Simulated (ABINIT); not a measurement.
# CsPbI2Br (P4/mmm): G0W0 in ABINIT against the exchange cutoff

Aim: move the exchange cutoff of a G0W0 run on CsPbI2Br (P4/mmm) over a wide range.

Program: ABINIT 10.8.3. Level of theory: PBE and many-body steps on it, plane waves. Results are calculated unless marked as measured.

### Step 1. Starting point

It takes space group P4/mmm (No. 123, tetragonal). The conventional cell has a = 6.375 Å, b = 6.375 Å, c = 5.962 Å, α = 90.00°, β = 90.00°, γ = 90.00°. Nearest to Cs lie 8 I at 4.36 Å and 4 Br at 4.51 Å. Pb has 2 Br at 2.98 Å and 4 I at 3.19 Å nearest. I has 2 Pb at 3.19 Å and 4 Cs at 4.36 Å nearest. Nearest to Br lie 2 Pb at 2.98 Å and 4 Cs at 4.51 Å. Farther neighbours and most contacts between anions are not listed.

As a file:

```cif
data_structure
_symmetry_space_group_name_H-M 'P4/mmm'
_symmetry_Int_Tables_number 123
_cell_length_a 6.3753
_cell_length_b 6.3753
_cell_length_c 5.9622
_cell_angle_alpha 90.000
_cell_angle_beta 90.000
_cell_angle_gamma 90.000
_cell_volume 242.33
loop_
_atom_site_label
_atom_site_type_symbol
_atom_site_symmetry_multiplicity
_atom_site_Wyckoff_symbol
_atom_site_fract_x
_atom_site_fract_y
_atom_site_fract_z
_atom_site_occupancy
Cs1 Cs 1 d 0.50000 0.50000 0.50000 1
Pb1 Pb 1 a 0.00000 0.00000 0.00000 1
I1 I 2 f 0.00000 0.50000 0.00000 1
Br1 Br 1 b 0.00000 0.00000 0.50000 1
```

The cell and positions are those that the Materials Project relaxed with its own functionals (PBE, PBE+U or r2SCAN), kept fixed. Spin-orbit coupling is left out unless a step names it.

### Step 2. Screening, 2×2×2 mesh, 99 bands, screening to 106.1 eV

This step: ABINIT 10.8.3; RPA screening on PBE, plane waves, norm-conserving pseudopotentials.

The RPA dielectric matrix is built and inverted for each q.

Contents of run.abi:

```
acell 3*1.0 Angstrom
rprim 
  6.375296000000 0.000000000000 0.000000000000
  0.000000000000 6.375296000000 0.000000000000
  0.000000000000 0.000000000000 5.962220000000
ntypat 4
znucl 55 82 53 35
natom 5
typat 1 2 3 3 4
xred 
  0.500000000000 0.500000000000 0.500000000000
  0.000000000000 0.000000000000 0.000000000000
  0.000000000000 0.500000000000 0.000000000000
  0.500000000000 0.000000000000 0.000000000000
  0.000000000000 0.000000000000 0.500000000000
pp_dirpath "pseudos"
pseudos "Cs.upf, Pb.upf, I.upf, Br.upf"
ecut 31
ngkpt 2 2 2
nshiftk 1
shiftk 0 0 0
kptopt 1
chksymbreak 0
istwfk *1
occopt 1
irdwfk 1
optdriver 3
nband 99
ecuteps 3.9
inclvkb 2
awtr 1
symchi 1
indata_prefix "in"
outdata_prefix "out"
tmpdata_prefix "tmp"
```

Launch:

```sh
> OMP_NUM_THREADS=1 mpirun -n 4 abinit run.abi > log
```

What it wrote:

```text
.Version 10.8.3 of ABINIT. v10.8.2 released Aug 2026.

 Symmetries : space group P4/m m m (#123); Bravais tP (primitive tetrag.)
[... echo of the input left out ...]
== DATASET  1 ==================================================================
-   mpi_nproc: 4, omp_nthreads: 1 (-1 if OMP is not activated)

--- !DatasetInfo
iteration_state: {dtset: 1, }
dimensions: {natom: 5, nkpt: 6, mband: 99, nsppol: 1, nspinor: 1, nspden: 1, mpw: 13544, }
cutoff_energies: {ecut:  31.0, pawecutdg:  -1.0, }
electrons: {nelect:   4.40000000E+01, charge:   0.00000000E+00, occopt:   1.00000000E+00, tsmear:   1.00000000E-02, }

 SCREENING: Calculation of the susceptibility and dielectric matrices

 Based on a program developped by R.W. Godby, V. Olevano, G. Onida, and L. Reining.
 Incorporated in ABINIT by V. Olevano, G.-M. Rignanese, and M. Torrent.
.Using double precision arithmetic ; gwpc =  8

[... cell and pseudopotentials left out ...]
--------------------------------------------------------------------------------

 ==== K-mesh for the wavefunctions ====
 Number of points in the irreducible wedge :     6
[... list of points left out ...]
 Together with 16 symmetry operations and time-reversal symmetry
 yields     8 points in the full Brillouin Zone.

 ==== Q-mesh for the screening function ====
 Number of points in the irreducible wedge :     6
[... list of points left out ...]
 Together with 16 symmetry operations and time-reversal symmetry
 yields     8 points in the full Brillouin Zone.

 setmesh: FFT mesh size selected  =    45x   45x   40
          total number of points  =        81000

 vcoul_init : cutoff-mode = AUXILIARY_FUNCTION
 q-points for optical limit:   1
     1)      0.000010    0.000020    0.000030

- screening: taking advantage of time-reversal symmetry
- Maximum band index for partially occupied states nbvw = 22
- Remaining bands to be divided among processors   nbcw = 77
- Number of bands treated by each node ~19

 Number of electrons calculated from density =   44.0000; Expected =   44.0000
 average of density, n =  0.026906
 r_s =    2.0702
 omega_plasma =   15.8227 [eV]

 calculating chi0 at frequencies [eV] :
  1    0.000000E+00    0.000000E+00
  2    0.000000E+00    1.582265E+01

--------------------------------------------------------------------------------
  q-point number  1        q = ( 0.000000, 0.000000, 0.000000) [r.l.u.]
--------------------------------------------------------------------------------
[... chi0 elements left out ...]
 For q-point:  0.000010 0.000020 0.000030
  dielectric constant =   9.9118
  dielectric constant without local fields =  11.4510

  Average fulfillment of the sum rule on Im[epsilon] for q-point    1 :     59.27  [%]
[... wings left out ...]
  q-point number  2        q = ( 0.500000, 0.000000, 0.000000) [r.l.u.]
--------------------------------------------------------------------------------
[... chi0 elements left out ...]
  Average fulfillment of the sum rule on Im[epsilon] for q-point    2 :     70.40  [%]

 [... 4 further q-points ...]
```

It took 57 s on 4 MPI ranks of Intel Xeon 6975P-C (Granite Rapids), shared host; peak memory 2.3 GiB.

Numbers from this step:

```
ε∞ with local fields, on this mesh, along the program's q direction : 9.912
the same without local fields                                       : 11.45
plasma frequency                                                    : 15.82 eV
plane waves in the screening matrix                                 : 603
```

Local fields lower ε∞ by 13 %. On a Γ-centred mesh this coarse the value itself is usually too large, while a short band sum pulls it down.

### Step 3. 3.1 Ha

This step: G0W0 on PBE, plane waves, norm-conserving pseudopotentials.

Edit run.abi of step 2 so:

```diff
@@ -26,8 +26,17 @@
 irdwfk 1
-optdriver 3
+optdriver 4
 nband 99
+gwcalctyp 0
+ecutsigx 3.1
+symsigma 1
+nkptgw 2
+kptgw 
+  0.5000000000 0.5000000000 0.5000000000
+  0.0000000000 0.0000000000 0.0000000000
+bdgw 
+  21 24
+  21 24
 ecuteps 3.9
-inclvkb 2
-awtr 1
-symchi 1
+irdscr 1
+ppmodel 1
 indata_prefix "in"
```

What it wrote:

```text
.Version 10.8.3 of ABINIT. v10.8.2 released Aug 2026.

 Symmetries : space group P4/m m m (#123); Bravais tP (primitive tetrag.)
[... echo of the input left out ...]
== DATASET  1 ==================================================================
-   mpi_nproc: 4, omp_nthreads: 1 (-1 if OMP is not activated)

--- !DatasetInfo
iteration_state: {dtset: 1, }
dimensions: {natom: 5, nkpt: 6, mband: 99, nsppol: 1, nspinor: 1, nspden: 1, mpw: 13544, }
cutoff_energies: {ecut:  31.0, pawecutdg:  -1.0, }
electrons: {nelect:   4.40000000E+01, charge:   0.00000000E+00, occopt:   1.00000000E+00, tsmear:   1.00000000E-02, }

 SIGMA: Calculation of the GW corrections

 Based on a program developped by R.W. Godby, V. Olevano, G. Onida, and L. Reining.
 Incorporated in ABINIT by V. Olevano, G.-M. Rignanese, and M. Torrent.
.Using double precision arithmetic ; gwpc =  8

[... cell and pseudopotentials left out ...]
--------------------------------------------------------------------------------

 ==== K-mesh for the wavefunctions ====
 Number of points in the irreducible wedge :     6
[... list of points left out ...]
 Together with 16 symmetry operations and time-reversal symmetry
 yields     8 points in the full Brillouin Zone.

 ==== Q-mesh for screening function ====
 Number of points in the irreducible wedge :     6
[... list of points left out ...]
 Together with 16 symmetry operations and time-reversal symmetry
 yields     8 points in the full Brillouin Zone.

 vcoul_init : cutoff-mode = AUXILIARY_FUNCTION
 q-points for optical limit:   1
     1)      0.000010    0.000020    0.000030
 setmesh: FFT mesh size selected  =    40x   40x   40
          total number of points  =        64000

 Number of electrons calculated from density =   44.0000; Expected =   44.0000
 average of density, n =  0.026906
 r_s =    2.0702
 omega_plasma =   15.8227 [eV]

 === KS Band Gaps ===
  >>>> For spin  1
   Minimum direct gap =   1.4643 [eV], located at k-point      :   0.5000  0.5000  0.5000
   Fundamental gap    =   1.4643 [eV], Top of valence bands at :   0.5000  0.5000  0.5000
                                       Bottom of conduction at :   0.5000  0.5000  0.5000
 SIGMA fundamental parameters:
 PLASMON POLE MODEL  1
 number of plane-waves for SigmaX                  429
 number of plane-waves for SigmaC and W            429
 number of plane-waves for wavefunctions         13465
 number of bands                                    99
 number of independent spin polarizations            1
 number of spinorial components                      1
 number of k-points in IBZ                           6
 number of q-points in IBZ                           6
 number of symmetry operations                      16
 number of k-points in BZ                            8
 number of q-points in BZ                            8
 number of frequencies for dSigma/dE                 9
 frequency step for dSigma/dE [eV]                0.25
 number of omega for Sigma on real axis              0
 max omega for Sigma on real axis  [eV]           0.00
 zcut for avoiding poles [eV]                     0.10

 EPSILON^-1 parameters (SCR file):
 dimension of the eps^-1 matrix on file            603
 dimension of the eps^-1 matrix used               429
 number of plane-waves for wavefunctions         13465
 number of bands                                    99
 number of q-points in IBZ                           6
 number of frequencies                               2
 number of real frequencies                          1
 number of imag frequencies                          1

 matrix elements of self-energy operator (all in [eV])

 Perturbative Calculation

--- !SelfEnergy_ee
iteration_state: {dtset: 1, }
kpoint     : [   0.500,    0.500,    0.500, ]
spin       : 1
KS_gap     :    1.464
QP_gap     :    1.810
Delta_QP_KS:    0.346
data: !SigmaeeData |
     Band     E0 <VxcDFT>   SigX SigC(E0)      Z dSigC/dE  Sig(E)    E-E0       E
       21   0.212 -11.202 -13.933   2.515   0.781  -0.280 -11.371  -0.169   0.043
       22   1.059 -12.738 -14.211   1.970   0.791  -0.263 -12.345   0.394   1.453
       23   2.524  -9.504  -6.261  -2.321   0.802  -0.247  -8.764   0.740   3.263
       24   2.524  -9.504  -6.261  -2.321   0.802  -0.247  -8.764   0.740   3.263

--- !SelfEnergy_ee
iteration_state: {dtset: 1, }
kpoint     : [   0.000,    0.000,    0.000, ]
spin       : 1
KS_gap     :    4.416
QP_gap     :    5.035
Delta_QP_KS:    0.619
data: !SigmaeeData |
     Band     E0 <VxcDFT>   SigX SigC(E0)      Z dSigC/dE  Sig(E)    E-E0       E
       21  -0.204 -11.079 -13.908   2.565   0.778  -0.285 -11.285  -0.206  -0.410
       22  -0.204 -11.079 -13.908   2.565   0.778  -0.285 -11.285  -0.206  -0.410
       23   4.212  -5.717  -2.301  -2.919   0.832  -0.202  -5.304   0.413   4.625
       24   5.103  -5.996  -2.528  -2.839   0.830  -0.205  -5.474   0.522   5.626

== END DATASET(S) ==============================================================
================================================================================

 -outvars: echo values of variables after computation  --------
           etotal      0.0000000000E+00
            nband          99
             nkpt           6
          spgroup         123
 [... the other variables as echoed above ...]

 Calculation completed.
```

Run time: 11 s. Hardware: 4 MPI ranks; peak memory 1.4 GiB.

This step gave:

```
G0W0 gap on the points computed              : 1.810 eV
starting gap on the mesh                     : 1.465 eV
k of the valence top                         : 0.5, 0.5, 0.5
k of the conduction bottom                   : 0.5, 0.5, 0.5
Z at the valence top                         : 0.791
Z at the conduction bottom                   : 0.802
least direct G0W0 gap on the computed points : 1.810 eV
```

### Step 4. 6.2 Ha

Edit run.abi of step 3 so:

```diff
@@ -29,3 +29,3 @@
 gwcalctyp 0
-ecutsigx 3.1
+ecutsigx 6.2
 symsigma 1
```

What it wrote:

```text
.Version 10.8.3 of ABINIT. v10.8.2 released Aug 2026.

 Symmetries : space group P4/m m m (#123); Bravais tP (primitive tetrag.)
[... echo of the input left out ...]
== DATASET  1 ==================================================================
-   mpi_nproc: 4, omp_nthreads: 1 (-1 if OMP is not activated)

--- !DatasetInfo
iteration_state: {dtset: 1, }
dimensions: {natom: 5, nkpt: 6, mband: 99, nsppol: 1, nspinor: 1, nspden: 1, mpw: 13544, }
cutoff_energies: {ecut:  31.0, pawecutdg:  -1.0, }
electrons: {nelect:   4.40000000E+01, charge:   0.00000000E+00, occopt:   1.00000000E+00, tsmear:   1.00000000E-02, }

 SIGMA: Calculation of the GW corrections

 Based on a program developped by R.W. Godby, V. Olevano, G. Onida, and L. Reining.
 Incorporated in ABINIT by V. Olevano, G.-M. Rignanese, and M. Torrent.
.Using double precision arithmetic ; gwpc =  8

[... cell and pseudopotentials left out ...]
--------------------------------------------------------------------------------

 ==== K-mesh for the wavefunctions ====
 Number of points in the irreducible wedge :     6
[... list of points left out ...]
 Together with 16 symmetry operations and time-reversal symmetry
 yields     8 points in the full Brillouin Zone.

 ==== Q-mesh for screening function ====
 Number of points in the irreducible wedge :     6
[... list of points left out ...]
 Together with 16 symmetry operations and time-reversal symmetry
 yields     8 points in the full Brillouin Zone.

 vcoul_init : cutoff-mode = AUXILIARY_FUNCTION
 q-points for optical limit:   1
     1)      0.000010    0.000020    0.000030
 setmesh: FFT mesh size selected  =    45x   45x   45
          total number of points  =        91125

 Number of electrons calculated from density =   44.0000; Expected =   44.0000
[...]
number of omega for Sigma on real axis              0
 max omega for Sigma on real axis  [eV]           0.00
 zcut for avoiding poles [eV]                     0.10

 EPSILON^-1 parameters (SCR file):
 dimension of the eps^-1 matrix on file            603
 dimension of the eps^-1 matrix used               603
 number of plane-waves for wavefunctions         13465
 number of bands                                    99
 number of q-points in IBZ                           6
 number of frequencies                               2
 number of real frequencies                          1
 number of imag frequencies                          1

 matrix elements of self-energy operator (all in [eV])

 Perturbative Calculation

--- !SelfEnergy_ee
iteration_state: {dtset: 1, }
kpoint     : [   0.500,    0.500,    0.500, ]
spin       : 1
KS_gap     :    1.464
QP_gap     :    2.025
Delta_QP_KS:    0.561
data: !SigmaeeData |
     Band     E0 <VxcDFT>   SigX SigC(E0)      Z dSigC/dE  Sig(E)    E-E0       E
       21   0.212 -11.202 -13.984   2.515   0.780  -0.281 -11.410  -0.209   0.003
       22   1.059 -12.738 -14.661   1.973   0.791  -0.265 -12.699   0.040   1.099
       23   2.524  -9.504  -6.439  -2.317   0.802  -0.247  -8.904   0.600   3.124
[...]
--- !SelfEnergy_ee
iteration_state: {dtset: 1, }
kpoint     : [   0.000,    0.000,    0.000, ]
spin       : 1
KS_gap     :    4.416
QP_gap     :    5.059
Delta_QP_KS:    0.643
data: !SigmaeeData |
     Band     E0 <VxcDFT>   SigX SigC(E0)      Z dSigC/dE  Sig(E)    E-E0       E
[...]
23   4.212  -5.717  -2.336  -2.914   0.832  -0.202  -5.329   0.388   4.600
       24   5.103  -5.996  -2.565  -2.838   0.830  -0.205  -5.504   0.492   5.596

== END DATASET(S) ==============================================================
================================================================================

 -outvars: echo values of variables after computation  --------
           etotal      0.0000000000E+00
            nband          99
             nkpt           6
          spgroup         123
 [... the other variables as echoed above ...]

 Calculation completed.
```

Wall time 18 s (4 MPI ranks); peak memory 1.9 GiB; 70 s of CPU time.

This step gave:

```yaml
g0w0_gap_on_the_points_computed: 2.025 eV
starting_gap_on_the_mesh: 1.465 eV
k_of_the_valence_top: 0.5, 0.5, 0.5
k_of_the_conduction_bottom: 0.5, 0.5, 0.5
z_at_the_valence_top: 0.791
z_at_the_conduction_bottom: 0.802
least_direct_g0w0_gap_on_the_computed_points: 2.025 eV
```

(Continued in part 2 of 2.)

[Paths, hosts, dates, memory and timing lines, banners, echoed tables and standing remarks are left out of the program output.]

[Logs are printed without paths, hosts, clocks, repeated set-up lines and the standing remarks that a program may print on its own settings, such as how far it seeks lower states.]

[Runs of the session that timed out or met a known fault of the program may be left out.]

[Hosts, paths, dates, database ids (printed as entryN), source tags and the programs' standing remarks are cut or masked in the printed files.]

[G0W0 gaps are taken among the corrected bands and points alone; a level outside them can change the order at an edge.]

[Where Ansatz stands beside ABINIT at settings called matched, ABINIT's density can come from a denser mesh and the files from another edition; pairs whose starting gaps differed by over 0.03 eV were left out, so agreement reads better than it is.]
